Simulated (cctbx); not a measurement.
## A crystallographic session in cctbx: YIn2Mo

Library: cctbx 2025.11. The data are simulated by the first script.

## 1. Simulate the data

run.py:

```python
from cctbx import adptbx, crystal, miller, sgtbx, xray
from cctbx.array_family import flex
from iotbx.shelx import hklf
from scitbx import matrix
import scitbx.random

cs = crystal.symmetry(unit_cell=(4.399, 10.455, 8.12, 90, 90, 90), space_group_symbol='Hall: -C 2c 2')  # Cmcm
atoms = [  # label, site, U (iso, or U11 U22 U33 U12 U13 U23 in A^2), occupancy
    ("In1", (0.5, 0.1499, 0.5435), (0.0038, 0.0047, 0.0046, 0.0000, 0.0000, -0.0004), 1),
    ("Mo1", (0.5, 0.2832, 0.25), (0.0061, 0.0069, 0.0075, 0.0000, 0.0000, 0.0000), 1),
    ("Y1", (0.5, 0.429, 0.75), (0.0060, 0.0069, 0.0054, 0.0000, 0.0000, 0.0000), 1),
]
xs = xray.structure(crystal_symmetry=cs)
for label, site, u, occ in atoms:
    u = adptbx.u_cif_as_u_star(cs.unit_cell(), u) if isinstance(u, tuple) else u
    xs.add_scatterer(xray.scatterer(label, site=site, u=u, occupancy=occ))
xs.set_inelastic_form_factors(0.71073, "sasaki")
xs.show_summary()
p1 = xs.expand_to_p1()
ms = miller.build_set(p1, anomalous_flag=True, d_min=0.77)
flex.set_random_seed(717944)
scitbx.random.set_random_seed(717944)
ms = ms.select(flex.random_double(ms.size()) < 0.8)
i = ms.structure_factors_from_scatterers(p1, algorithm="direct").f_calc().as_intensity_array().data()
i = i * 70000 / flex.max(i)
sig = flex.sqrt(i + flex.pow2(0.06 * i) + 4 ** 2)
noise = scitbx.random.variate(scitbx.random.normal_distribution())(i.size())
data = ms.array(data=i + sig * noise, sigmas=sig).set_observation_type_xray_intensity()
with open("data.hkl", "w") as f:
    data.export_as_shelx_hklf(f)
print("reflections written:", data.size(), " <I/sigma> = %.1f" % flex.mean(data.data() / data.sigmas()))
for h, a, b in list(data.sort("data"))[:12]:
    print("%4d%4d%4d %9.1f %7.1f" % (h + (a, b)))
```

```console
$ python run.py
```

```text
Number of scatterers: 3
At special positions: 3
Unit cell: (4.399, 10.455, 8.12, 90, 90, 90)
Space group: C m c m (No. 63)
reflections written: 2711  <I/sigma> = 6.5
   2   0   0   75784.9  4208.3
   1   7   0   47472.3  2485.8
  -1  -7   0   44468.4  2485.8
  -1   7   0   42691.7  2485.8
   0   0   4   33912.0  1878.0
  -4   0   0   31208.2  1859.4
   4   0   0   29807.1  1859.4
   3  -7   0   26431.8  1593.6
   3   7   0   26304.4  1593.6
  -1  -3   2   24644.2  1300.3
   1  -1   2   23829.3  1344.7
  -1   1   2   23776.0  1344.7
```

Run time: 0.24 s on 1 thread of Arm Neoverse V2 (shared host), peak memory 0.07 GiB.

## 2. Refinement (right model, isotropic)

run.py:

```python
import math
from cctbx import adptbx, crystal, maptbx, sgtbx, xray
from cctbx.array_family import flex
from cctbx.xray import observations
from iotbx.shelx import hklf
from scitbx.lstbx import normal_eqns_solving
from smtbx import absolute_structure, utils
from smtbx.refinement import constraints, least_squares

cs = crystal.symmetry(unit_cell=(4.399, 10.455, 8.12, 90, 90, 90), space_group_symbol='Hall: -C 2c 2')  # Cmcm
atoms = [  # label, site, U (iso, or U11 U22 U33 U12 U13 U23 in A^2), occupancy
    ("In1", (0.5, 0.1506, 0.5435), 0.0200, 1),
    ("Mo1", (0.5, 0.2788, 0.25), 0.0200, 1),
    ("Y1", (0.5, 0.4289, 0.75), 0.0200, 1),
]
xs = xray.structure(crystal_symmetry=cs)
for label, site, u, occ in atoms:
    u = adptbx.u_cif_as_u_star(cs.unit_cell(), u) if isinstance(u, tuple) else u
    xs.add_scatterer(xray.scatterer(label, site=site, u=u, occupancy=occ))
xs.set_inelastic_form_factors(0.71073, "sasaki")
raw = hklf.reader(file_name="data.hkl").as_miller_arrays(crystal_symmetry=cs, anomalous=True)[0]
merged = raw.eliminate_sys_absent().merge_equivalents()
fo2 = merged.array().set_observation_type_xray_intensity()
print("Rint %.3f, %d unique reflections to %.2f A" % (merged.r_int(), fo2.size(), fo2.d_min()))
for sc in xs.scatterers():
    sc.flags.set_grad_site(True)
    sc.flags.set_grad_u_aniso(sc.flags.use_u_aniso())
    sc.flags.set_grad_u_iso(sc.flags.use_u_iso())
obs = fo2.as_xray_observations()
extra = {}
rep = constraints.reparametrisation(xs, [], utils.connectivity_table(xs), **extra)
ls = least_squares.crystallographic_ls(obs, rep, weighting_scheme=least_squares.mainstream_shelx_weighting(a=0, b=0))
print("cycle     R1     wR2    GooF  max shift (A)")
for cycle in range(8):
    ls.build_up()
    r1, wr2, goof = ls.r1_factor(cutoff_factor=2)[0], ls.wR2(), ls.goof()
    old = xs.sites_cart()
    normal_eqns_solving.levenberg_marquardt_iterations(ls, n_max_iterations=3, tau=1e-06, step_threshold=1e-7)
    big = flex.max((xs.sites_cart() - old).norms())
    print("%4d %7.4f %7.4f %7.3f %9.5f" % (cycle + 1, r1, wr2, goof, big))
    ls.build_up(objective_only=True)
    if abs(ls.wR2() - wr2) < 5e-5 and big < 5e-4:
        break
ls.build_up()
print("final R1 %.4f wR2 %.4f GooF %.3f  parameters %d  data/parameter %.1f" % (ls.r1_factor(cutoff_factor=2)[0], ls.wR2(), ls.goof(), ls.n_parameters, fo2.size() / ls.n_parameters))
cov = ls.covariance_matrix_and_annotations()
su = dict(zip(cov.annotations, (math.sqrt(max(v, 0)) for v in cov.matrix.matrix_packed_u_diagonal())))
a2 = cs.unit_cell().reciprocal_parameters()[0] ** -2
print("atom        x        y        z      Ueq    occ   su(xyz)  su(Uiso or U11)")
for sc in xs.scatterers():
    s = max(su.get(sc.label + k, 0) for k in (".x", ".y", ".z"))
    npd = "" if sc.is_positive_definite_u(cs.unit_cell()) else "  NPD"
    print("%-5s %8.5f %8.5f %8.5f %8.4f %6.3f %8.5f %7.4f%s" % ((sc.label,) + sc.site + (sc.u_iso_or_equiv(cs.unit_cell()), sc.occupancy, s, su.get(sc.label + ".uiso", su.get(sc.label + ".u11", 0) * a2), npd)))
fo = fo2.f_sq_as_f()
fc = fo.structure_factors_from_scatterers(xs, algorithm="direct").f_calc()
diff = fo.f_obs_minus_f_calc(1 / math.sqrt(ls.scale_factor()), fc).average_bijvoet_mates()
m = diff.fft_map(symmetry_flags=maptbx.use_space_group_symmetry, resolution_factor=0.25).apply_volume_scaling()
print("difference map: max %.2f min %.2f rms %.2f" % (m.statistics().max(), m.statistics().min(), m.statistics().sigma()))
peaks = m.peak_search(parameters=maptbx.peak_search_parameters(min_distance_sym_equiv=0.6, max_clusters=6)).all()
near = xs.closest_distances(peaks.sites(), distance_cutoff=4)
sps = cs.special_position_settings(min_distance_sym_equiv=0.5)
for k, (x, h) in enumerate(zip(peaks.sites(), peaks.heights())):
    ss = sps.site_symmetry(x)
    print("Q%-3d %7.4f %7.4f %7.4f %4d %7.2f  %.2f A from %s" % ((k + 1,) + tuple(t % 1 for t in ss.exact_site()) + (ss.multiplicity(), h, near.smallest_distances[k], xs.scatterers()[near.i_seqs[k]].label)))
```

```console
$ python run.py
```

```text
Rint 0.046, 258 unique reflections to 0.77 A
cycle     R1     wR2    GooF  max shift (A)
   1  0.1369  0.3720  11.111   0.04610
   2  0.0163  0.0433   1.295   0.00001
final R1 0.0163 wR2 0.0433 GooF 1.295  parameters 7  data/parameter 36.9
atom        x        y        z      Ueq    occ   su(xyz)  su(Uiso or U11)
In1    0.50000  0.14987  0.54349   0.0046  1.000  0.00003  0.0002
Mo1    0.50000  0.28321  0.25000   0.0071  1.000  0.00004  0.0002
Y1     0.50000  0.42899  0.75000   0.0063  1.000  0.00004  0.0002
difference map: max 0.97 min -0.76 rms 0.24
Q1    0.0000  0.3820  0.0847    8    0.97  0.47 A from In1
Q2    0.0000  0.1230  0.2500    4    0.91  0.54 A from Y1
Q3    0.0000  0.2258  0.6995    8    0.81  0.42 A from Mo1
Q4    0.0000  0.0373  0.2500    4    0.76  0.35 A from Y1
Q5    0.0819  0.3276  0.5206   16    0.76  0.68 A from In1
Q6    0.2646  0.0795  0.7500    8    0.76  1.85 A from Mo1
```

Time: 0.39 s.

## 3. Refinement (right model, anisotropic)

run.py, as its changes from the last script of this kind:

```diff
@@ -12,3 +12,3 @@
-    ("In1", (0.5, 0.1506, 0.5435), 0.0200, 1),
-    ("Mo1", (0.5, 0.2788, 0.25), 0.0200, 1),
-    ("Y1", (0.5, 0.4289, 0.75), 0.0200, 1),
+    ("In1", (0.5, 0.14987, 0.54349), 0.0046, 1),
+    ("Mo1", (0.5, 0.28321, 0.25), 0.0071, 1),
+    ("Y1", (0.5, 0.42899, 0.75), 0.0063, 1),
@@ -20,0 +21 @@
+xs.convert_to_anisotropic()
```

```console
$ python run.py
```

```text
Rint 0.046, 258 unique reflections to 0.77 A
cycle     R1     wR2    GooF  max shift (A)
   1  0.0163  0.0434   1.314   0.00026
   2  0.0148  0.0342   1.036   0.00000
final R1 0.0148 wR2 0.0342 GooF 1.036  parameters 14  data/parameter 18.4
atom        x        y        z      Ueq    occ   su(xyz)  su(Uiso or U11)
In1    0.50000  0.14987  0.54347   0.0046  1.000  0.00002  0.0002
Mo1    0.50000  0.28320  0.25000   0.0070  1.000  0.00003  0.0002
Y1     0.50000  0.42897  0.75000   0.0062  1.000  0.00004  0.0002
difference map: max 0.77 min -0.55 rms 0.23
Q1    0.0000  0.0800  0.6303    8    0.78  1.73 A from Mo1
Q2    0.0000  0.4834  0.0451    8    0.74  1.39 A from In1
Q3    0.2469  0.0774  0.7500    8    0.70  1.82 A from Mo1
Q4    0.1083  0.3226  0.5273   16    0.66  0.80 A from In1
Q5    0.0000  0.0768  0.7500    4    0.64  1.46 A from Mo1
Q6    0.1074  0.0690  0.1892   16    0.62  0.68 A from Y1
```

Time: 0.35 s.

## 4. Refinement

run.py, as its changes from the last script of this kind:

```diff
@@ -14,0 +15 @@
+    ("Y2", (0.846, 0.868, 0.184), 0.0300, 1),
@@ -21 +21,0 @@
-xs.convert_to_anisotropic()
@@ -35 +35 @@
-for cycle in range(8):
+for cycle in range(12):
```

```console
$ python run.py
```

```text
Rint 0.046, 258 unique reflections to 0.77 A
cycle     R1     wR2    GooF  max shift (A)
   1  0.8657  0.9786  29.469   0.02127
   2  0.9318  0.9887  29.773   0.07118
   3  0.9306  0.9874  29.734   0.25162
   4  0.8916  0.9765  29.403   0.24894
   5  0.7923  0.9465  28.501   0.16994
   6  0.7649  0.9534  28.709   0.03905
   7  0.7488  0.9482  28.551   0.04354
   8  0.7329  0.9428  28.389   0.04644
   9  0.7155  0.9359  28.182   0.03696
  10  0.6998  0.9292  27.980   0.03904
  11  0.6836  0.9223  27.771   0.07473
  12  0.6570  0.9101  27.405   0.11235
final R1 0.6169 wR2 0.8887 GooF 26.760  parameters 11  data/parameter 23.5
atom        x        y        z      Ueq    occ   su(xyz)  su(Uiso or U11)
In1    0.50000  0.15052  0.54310   0.0001  1.000  0.00294  0.0069
Mo1    0.50000  0.28186  0.25000   0.0001  1.000  0.00408  0.0087
Y1     0.50000  0.42912  0.75000   0.0001  1.000  0.00460  0.0102
Y2     0.86032  0.91952  0.11469   0.0921  1.000  0.01705  0.0182
difference map: max 392.77 min -36.49 rms 24.63
Q1    0.0000  0.3500  0.0439    8  393.49  0.01 A from In1
Q2    0.0000  0.2161  0.7500    4  285.93  0.02 A from Mo1
Q3    0.0000  0.0694  0.2500    4  282.02  0.02 A from Y1
Q4    0.0000  0.0996  0.1172    8   31.79  1.12 A from Y1
Q5    0.1161  0.0287  0.7500    8   23.54  1.16 A from Y1
Q6    0.2094  0.4116  0.0356   16   19.44  0.93 A from Y2
```

Time: 0.89 s.

This run holds a fault made on purpose: spurious atom: Y2.

## 5. Refinement

run.py, as its changes from the last script of this kind:

```diff
@@ -14,2 +13,0 @@
-    ("Y1", (0.5, 0.42899, 0.75), 0.0063, 1),
-    ("Y2", (0.846, 0.868, 0.184), 0.0300, 1),
@@ -21,0 +20 @@
+xs.convert_to_anisotropic()
```

```console
$ python run.py
```

```text
Rint 0.046, 258 unique reflections to 0.77 A
cycle     R1     wR2    GooF  max shift (A)
   1  0.6418  0.8721  26.206   0.01198
   2  0.6125  0.8376  25.170   0.00035
final R1 0.6123 wR2 0.8376 GooF 25.170  parameters 10  data/parameter 25.8
atom        x        y        z      Ueq    occ   su(xyz)  su(Uiso or U11)
In1    0.50000  0.15030  0.54491  -0.0134  1.000  0.00153  0.0078  NPD
Mo1    0.50000  0.28252  0.25000  -0.0118  1.000  0.00166  0.0092  NPD
difference map: max 410.27 min -68.28 rms 28.26
Q1    0.0000  0.3507  0.0449    8  411.83  0.01 A from In1
Q2    0.0000  0.0707  0.2500    4  390.47  3.01 A from Mo1
Q3    0.0000  0.2196  0.7500    4  282.94  0.02 A from Mo1
Q4    0.0000  0.4829  0.5710    8   43.30  1.68 A from In1
Q5    0.0000  0.3653  0.7500    4   38.84  1.55 A from Mo1
Q6    0.0000  0.3928  0.2500    4   34.35  1.73 A from In1
```

Time: 0.4 s.

This run holds a fault made on purpose: atom left out: Y1.

## 6. Refinement

run.py, as its changes from the last script of this kind:

```diff
@@ -13 +13,2 @@
-    ("Mo1", (0.5, 0.28321, 0.25), 0.0071, 1),
+    ("Y1", (0.5, 0.28321, 0.25), 0.0071, 1),
+    ("Mo1", (0.5, 0.42899, 0.75), 0.0063, 1),
```

```console
$ python run.py
```

```text
Rint 0.046, 258 unique reflections to 0.77 A
cycle     R1     wR2    GooF  max shift (A)
   1  0.0895  0.3246   9.835   0.00367
   2  0.0347  0.1450   4.392   0.00002
final R1 0.0347 wR2 0.1450 GooF 4.392  parameters 14  data/parameter 18.4
atom        x        y        z      Ueq    occ   su(xyz)  su(Uiso or U11)
In1    0.50000  0.14972  0.54357   0.0040  1.000  0.00010  0.0008
Y1     0.50000  0.28316  0.25000   0.0004  1.000  0.00015  0.0009
Mo1    0.50000  0.42934  0.75000   0.0116  1.000  0.00017  0.0011
difference map: max 5.34 min -3.24 rms 0.54
Q1    0.0000  0.2157  0.7500    4    5.34  0.01 A from Y1
Q2    0.0000  0.3390  0.0509    8    2.51  0.13 A from In1
Q3    0.0000  0.2119  0.2038    8    1.15  1.52 A from Mo1
Q4    0.0000  0.3332  0.2500    4    0.99  1.69 A from In1
Q5    0.0000  0.0852  0.7500    4    0.82  1.38 A from Y1
Q6    0.1021  0.0431  0.0527   16    0.78  1.69 A from Mo1
```

It took 0.39 s on 1 thread of Arm Neoverse V2, on a shared host, peak memory 0.09 GiB.

This run holds a fault made on purpose: elements exchanged: Mo1 is Y and Y1 is Mo.

[Logs are printed without paths, hosts, clocks, repeated set-up lines and the standing remarks that a program may print on its own settings, such as how far it seeks lower states.]
